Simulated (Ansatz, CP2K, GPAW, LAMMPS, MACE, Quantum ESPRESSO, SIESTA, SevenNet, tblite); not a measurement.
# Running amorphous 29Ga2O3-71GeO2 (mol %) (86 atoms) with tblite

How near does tblite come to plane waves for amorphous 29Ga2O3-71GeO2 (mol %) (86 atoms)?

Method: the method is named at each step, in tblite 0.8.0.

### Step 1. The structure

The cell holds 86 atoms: 14 Ga, 17 Ge and 55 O. Its edges and angles: a = 10.944 Å, b = 10.944 Å, c = 10.944 Å, α = 90.0°, β = 90.0°, γ = 90.0°. 86 atoms (14 Fe, 17 Ge, 55 O) placed at random at 3.74 g/cm³, melted at 5000 K for 10 ps at fixed volume with the Morse and Coulomb pair potential with partial charges (Pedone, Malavasi, Menziani, Cormack and Segre, J. Phys. Chem. B 110, 11780 (2006)). Quenched from 5000 K to 300 K at 100 K/ps and fixed volume, held 5 ps, then minimised at fixed cell. Then Fe was replaced by Ga and the cell scaled by 1.006 (the potential has no terms for the new elements, so the cell is a start for a DFT relaxation).

The yardstick, on the same geometry:

* method: Kohn-Sham DFT, PBE, SSSP efficiency 1.3.0 pseudopotentials, plane waves (Quantum ESPRESSO 7.5); sssp-pbe-1.3.0-efficiency, cutoffs 60/480 Ry, Γ point
* r.m.s. force component: 0.7714 eV/Å
* longest force: 2.305 eV/Å
* pressure: -2.912 GPa
* gap (highest filled to lowest empty level): 1.092 eV
* time: 6.5 min on 4 MPI ranks of Arm Neoverse V2, shared host
* CPU time: 26 min

### Step 2. GFN1-xTB

Method: GFN1-xTB tight binding, diagonalisation.

run.py reads:

```python
import numpy as np
from ase.io import read
from tblite.ase import TBLite

atoms = read("structure.xyz")
atoms.calc = TBLite(method="GFN1-xTB", electronic_temperature=580, accuracy=1.0, max_iterations=250, mixer_damping=0.4, verbosity=1)
energy = atoms.get_potential_energy()
forces = atoms.get_forces()
print(f"energy {energy:.6f} eV")
print("forces (eV/A)")
for i, (a, f) in enumerate(zip(atoms, forces)):
    print(f"{i:4d} {a.symbol:2s} {f[0]:10.5f} {f[1]:10.5f} {f[2]:10.5f}")
stress = -atoms.get_stress(voigt=False) * 160.21766
print("stress (GPa, compression positive)")
for row in stress:
    print(" ".join(f"{x:10.4f}" for x in row))
print("charges (e)")
print(np.array2string(atoms.get_charges(), precision=4, suppress_small=True, max_line_width=110, threshold=100000))
```

structure.xyz reads:

```xyz
86
Lattice="10.94387 0.00000 0.00000 0.00000 10.94387 0.00000 0.00000 0.00000 10.94387" Properties=species:S:1:pos:R:3 pbc="T T T"
Ga 9.22262 5.88375 7.49020
Ga 0.41926 10.52844 5.54624
Ga 10.88302 6.22750 0.43294
Ga 4.35205 7.41108 10.06967
Ga 6.21382 6.94060 1.15972
Ga 8.74995 5.93464 2.35895
Ga 10.06639 8.76440 3.27145
Ga 6.78443 8.05338 7.73261
Ga 3.03561 7.87871 2.04650
Ga 2.89301 5.20206 0.56525
Ga 1.05980 8.86136 10.85610
Ga 7.21223 8.51159 4.21241
Ga 8.96325 8.75028 10.88313
Ga 0.52914 7.58640 6.43576
Ge 10.92778 0.96219 10.04910
Ge 5.73130 4.41279 9.92456
Ge 1.65154 5.20337 8.74164
Ge 8.97157 3.82663 10.38716
Ge 3.20929 6.86213 5.29103
Ge 3.33722 8.88817 7.87608
Ge 2.03731 2.03457 7.49841
Ge 1.52437 0.17215 2.12968
Ge 9.47389 3.48792 4.78160
Ge 6.18942 9.85485 1.27912
Ge 0.99031 5.17754 3.47599
Ge 6.53688 4.14532 3.50259
Ge 4.50023 1.41526 2.89006
Ge 5.85924 5.12436 6.70017
Ge 4.74581 0.65050 6.23658
Ge 8.15647 0.35206 5.62033
Ge 9.72866 9.33622 8.05173
O 3.72442 1.83572 7.03308
O 6.60331 8.61140 5.92950
O 4.19019 6.70575 1.08082
O 6.25366 8.61009 2.55091
O 3.07588 6.08118 9.30262
O 5.38537 0.26145 1.92929
O 8.38114 10.15022 4.29175
O 0.50232 9.41249 7.34509
O 3.51068 7.66312 3.82806
O 9.56188 7.75461 7.09108
O 9.83482 2.30719 10.21085
O 4.88600 8.11586 8.32741
O 2.22686 4.91960 2.33356
O 6.30717 4.33191 5.22001
O 7.22733 3.70658 10.45949
O 9.19143 10.54026 6.80643
O 1.88092 3.73022 7.87597
O 2.59556 8.87964 9.46174
O 2.83665 1.27649 2.40678
O 10.79886 6.19806 2.60300
O 3.94614 10.24182 7.01163
O 6.57398 5.56375 2.50264
O 1.26478 1.33636 8.92954
O 4.46390 0.79332 4.53011
O 2.63791 7.89567 6.59040
[... 26 atom lines left out ...]
O 0.72240 0.48635 0.61001
O 4.47517 5.98608 6.04430
O 8.31822 4.03938 3.52415
O 2.29427 9.58891 1.67901
```

Command:

```sh
$ OMP_NUM_THREADS=1 python run.py > output.txt
```

What it wrote:

```text
------------------------------------------------------------
  cycle        total energy    energy error   density error
------------------------------------------------------------
      1     -247.7074239733  -2.4797101E+02   1.0890442E+00
      2     -303.2346498951  -5.5527226E+01   1.8410747E+00
      3     -150.9076957142   1.5232695E+02   1.1565708E+00
      4     -288.4860803673  -1.3757838E+02   5.2572453E-01
      5     -290.1332749456  -1.6471946E+00   4.4455217E-01
      6     -301.1872378229  -1.1053963E+01   2.3444164E-01
      7     -303.0958591064  -1.9086213E+00   1.7728054E-01
      8     -304.9024320108  -1.8065729E+00   1.1644287E-01
      9     -305.3585897372  -4.5615773E-01   7.6731113E-02
     10     -305.5487865548  -1.9019682E-01   5.5676477E-02
     11     -305.5546184009  -5.8318461E-03   4.7635540E-02
     12     -305.5349089001   1.9709501E-02   4.2339330E-02
     13     -305.7046111696  -1.6970227E-01   1.8954029E-02
     14     -305.7160145914  -1.1403422E-02   1.5931601E-02
     15     -305.7379799867  -2.1965395E-02   7.9735813E-03
     16     -305.7409282107  -2.9482240E-03   5.1225895E-03
     17     -305.7418818484  -9.5363777E-04   4.1579448E-03
     18     -305.7431686825  -1.2868340E-03   1.6271301E-03
     19     -305.7432122375  -4.3555080E-05   1.2452006E-03
     20     -305.7433326280  -1.2039047E-04   5.8321222E-04
     21     -305.7433450298  -1.2401839E-05   4.4987186E-04
     22     -305.7433633924  -1.8362595E-05   1.5561187E-04
     23     -305.7433645872  -1.1947375E-06   8.9636582E-05
     24     -305.7433649417  -3.5455162E-07   6.2441450E-05
     25     -305.7433651912  -2.4943057E-07   3.4567712E-05
     26     -305.7433652210  -2.9826708E-08   2.7302084E-05
     27     -305.7433652831  -6.2080062E-08   1.2228169E-05
------------------------------------------------------------
 total:                                   4.711 sec
energy -8319.700737 eV
forces (eV/A)
   0 Ga   -0.18705   -0.67095   -0.17471
   1 Ga    0.35974   -0.25913    0.46291
   2 Ga    0.73148    0.18257   -0.30234
   3 Ga    0.38605   -0.45658   -0.15704
   4 Ga    0.47545    0.00334   -0.28069
   5 Ga    0.02017    1.02176   -0.36338
   6 Ga    0.02094   -0.47777   -0.23609
   7 Ga   -0.13237   -0.11031   -1.17704
   8 Ga   -0.57352   -0.33250   -0.23664
   9 Ga    0.14106    0.47004   -0.09880
  10 Ga   -0.05188   -1.68342    0.43883
  11 Ga    0.43292    0.56160    0.20197
  12 Ga   -0.17574   -0.86202    0.98560
  13 Ga   -0.22267    0.87535    0.72053
  14 Ge    0.31295   -0.21167   -0.53010
  15 Ge   -0.05702    1.66339    0.46833
  16 Ge    0.68947    1.24594    0.45421
  17 Ge   -0.22915    1.28131   -0.73220
  18 Ge    0.02841   -0.07725   -0.59219
  19 Ge    0.86961   -0.26444    0.20411
  20 Ge   -0.68829   -0.57560   -0.13886
  21 Ge    0.38035   -0.87042    0.63172
  22 Ge   -0.60603    1.13686    0.67868
  23 Ge    0.09585   -1.37823   -0.12238
[...]
78 O     0.42596    0.61356    0.17963
  79 O    -0.27352    0.47362    0.40326
  80 O     0.27414    0.09906   -0.03783
  81 O    -0.31091   -0.20304   -0.79873
  82 O    -0.07143    0.49676    0.01620
  83 O    -0.29925   -0.15954    0.14221
  84 O     0.32254   -0.28555   -0.66137
  85 O     0.49878   -0.24453   -0.36968
stress (GPa, compression positive)
   -2.5710    -0.7250     0.0014
   -0.7250    -1.3870    -0.5847
    0.0014    -0.5847    -4.6875
charges (e)
[ 0.5417  0.5321  0.584   0.5737  0.5707  0.5564  0.5551  0.5311  0.5601  0.5563  0.5617  0.5227  0.5567
  0.5496  0.6794  0.6706  0.6781  0.6722  0.6877  0.7     0.668   0.6775  0.6697  0.6658  0.6703  0.6772
  0.6786  0.6878  0.6785  0.6784  0.7289 -0.3353 -0.3981 -0.3177 -0.3548 -0.4121 -0.3413 -0.3628 -0.3859
 -0.3564 -0.3394 -0.3318 -0.3248 -0.3754 -0.3518 -0.348  -0.3486 -0.3377 -0.3377 -0.3307 -0.3596 -0.3459
 -0.3464 -0.3563 -0.3577 -0.3144 -0.3361 -0.326  -0.3376 -0.3431 -0.3369 -0.3388 -0.3424 -0.4007 -0.3793
 -0.3324 -0.3772 -0.3579 -0.3377 -0.3444 -0.3716 -0.328  -0.3662 -0.351  -0.375  -0.3724 -0.3859 -0.3476
 -0.325  -0.3737 -0.3407 -0.3554 -0.3368 -0.3488 -0.3332 -0.3481]
```

Elapsed: 5.2 s, on 1 thread of Arm Neoverse V2, shared host; peak memory 0.13 GiB.

Banners, paths, timers and routine set-up lines are dropped from the logs unmarked, and long logs keep their key lines alone; longer cuts are marked.

Against the reference:

```
r.m.s. force component                  : 0.5698 eV/Å
r.m.s. difference of force components   : 450.7 meV/Å
longest difference of force vectors     : 1585 meV/Å
force difference over r.m.s. force      : 58.43 %
slope of forces against the reference's : 0.6021
correlation of force components         : 0.8152
pressure                                : -2.882 GPa
pressure difference                     : 0.0299 GPa
```

Length of the force difference by element (eV/Å):

```tsv
element	atoms	mean	most
Ga	14	0.50	0.77
Ge	17	0.69	1.3
O	55	0.73	1.6
```

Local excerpt of 11 atoms (numbers count through the whole input) about O41, which bears the longest force; x, y, z are measured from there.

```tsv
atom	x	y	z	distance (Å)	bonds	Mulliken charge (e)	Fx	Fy	Fz (eV/Å)
O41	0.00	0.00	0.00	0.00	3	-0.34	0.20	-2.01	-0.55
Ge31	0.17	1.58	0.96	1.86	5	0.73	-0.15	0.15	-1.01
Ga1	-0.34	-1.87	0.40	1.94	5	0.54	-0.19	-0.67	-0.17
Ga14	1.91	-0.17	-0.66	2.03	5	0.55	-0.22	0.88	0.72
O66	-1.40	1.07	1.80	2.52	3	-0.33	-0.93	0.10	0.29
O39	1.88	1.66	0.25	2.52	3	-0.39	0.29	-0.03	-0.41
O68	2.05	-1.60	0.62	2.67	3	-0.36	-0.52	0.23	-0.63
O47	-0.37	2.79	-0.28	2.82	2	-0.35	0.15	0.97	0.05
Ga8	-2.78	0.30	0.64	2.87	4	0.53	-0.13	-0.11	-1.18
O79	-2.42	-1.57	0.16	2.89	3	-0.33	0.43	0.61	0.18
O72	1.59	0.85	-2.27	2.90	3	-0.33	0.00	0.33	-0.07
```

Atoms are counted from 1 here, from 0 in the log.

Forces lie 58 % from the reference's, at 0.0033 times its CPU time (on 1 against 4 cores).

Left out of this page: tblite IPEA1-xTB (killed or ended with an error).

### Step 3. Outcome

* force difference from the reference: tblite GFN1-xTB, 58 %
* its CPU time: 5.2 s

What this shows: Tight binding differs by 58 % (tblite GFN1-xTB); it is another model, with fitted parameters of its own, and the xTB methods hold dispersion. One electronic-structure run takes under half the reference's CPU time: tblite GFN1-xTB, at 58 % in 5.2 s against 26 min. Periodic xTB results under one method name differ between programs and library versions. The reference's pressure holds the uncorrected Pulay stress of its 60 Ry basis, so small pressure differences, and their order, may be the reference's own error. The quench rate of 100 K/ps is many orders above laboratory rates, so the cell is likely richer in defects and strain than a real sample. The network of bonds at the start is that of the classical potential that made the cell, and needn't be the one that DFT or experiment would give. The reference's pressure of -2.9 GPa belongs to a cell and atoms that aren't relaxed at this level. The electronic-structure runs sample only Γ, in a cell whose shortest periodic width is 11 Å.

[Also dropped from logs without a mark: logging warnings of Python, and SIESTA's first energy breakdown and zero terms.]

[Logs are printed without paths, hosts, clocks, repeated set-up lines and the standing remarks that a program may print on its own settings, such as how far it seeks lower states.]

[Hosts, paths, dates, database ids (printed as entryN), source tags and the programs' standing remarks are cut or masked in the printed files.]
